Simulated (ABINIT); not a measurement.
Planning a run of ABINIT 10.8.3 on NbInO4 (P2/c). The input:

```
acell 3*1.0 Angstrom
rprim 
  4.835500000000 0.000000000000 -0.000000000000
  0.000000000000 5.770900000000 0.000000000000
  -0.101444525800 0.000000000000 5.142999611900
ntypat 3
znucl 41 49 8
natom 12
typat 1 1 2 2 3 3 3 3 3 3 3 3
xred 
  0.000000000000 0.177900000000 0.250000000000
  0.000000000000 0.822100000000 0.750000000000
  0.500000000000 0.682500000000 0.250000000000
  0.500000000000 0.317500000000 0.750000000000
  0.260000000000 0.618000000000 0.901000000000
  0.740000000000 0.618000000000 0.599000000000
  0.740000000000 0.382000000000 0.099000000000
  0.260000000000 0.382000000000 0.401000000000
  0.217000000000 0.898000000000 0.438000000000
  0.783000000000 0.898000000000 0.062000000000
  0.783000000000 0.102000000000 0.562000000000
  0.217000000000 0.102000000000 0.938000000000
pp_dirpath "pseudos"
pseudos "Nb.upf, In.upf, O.upf"
ecut 42
ngkpt 2 2 2
nshiftk 1
shiftk 0 0 0
kptopt 1
chksymbreak 0
istwfk *1
occopt 1
irdwfk 1
optdriver 4
nband 190
gwcalctyp 10
ecutsigx 42
symsigma 1
nkptgw 8
kptgw 
  0.0000000000 0.0000000000 0.0000000000
  0.5000000000 0.0000000000 0.0000000000
  0.0000000000 0.5000000000 0.0000000000
  0.5000000000 0.5000000000 0.0000000000
  0.0000000000 0.0000000000 0.5000000000
  0.5000000000 0.0000000000 0.5000000000
  0.0000000000 0.5000000000 0.5000000000
  0.5000000000 0.5000000000 0.5000000000
bdgw 
  35 70
  35 70
  35 70
  35 70
  35 70
  35 70
  35 70
  35 70
ecuteps 3.9
irdscr 1
ppmodel 1
irdqps 1
indata_prefix "in"
outdata_prefix "out"
tmpdata_prefix "tmp"
```

```sh
OMP_NUM_THREADS=1 mpirun -n 16 abinit run.abi > log
```

Q: Estimate wall time and host memory on 16 MPI ranks of Arm Neoverse V2, shared host.

It took 3.2 min; on shared hardware allow 95 s to 6.3 min. Peak host memory was 21 GiB.

[Paths, hosts, dates, memory and timing lines, banners, echoed tables and standing remarks are left out of the program output.]

[Logs are printed without paths, hosts, clocks, repeated set-up lines and the standing remarks that a program may print on its own settings, such as how far it seeks lower states.]

[Runs of the session that timed out or met a known fault of the program may be left out.]

[Hosts, paths, dates, database ids (printed as entryN), source tags and the programs' standing remarks are cut or masked in the printed files.]

[G0W0 gaps are taken among the corrected bands and points alone; a level outside them can change the order at an edge.]

[Where Ansatz stands beside ABINIT at settings called matched, ABINIT's density can come from a denser mesh and the files from another edition; pairs whose starting gaps differed by over 0.03 eV were left out, so agreement reads better than it is.]
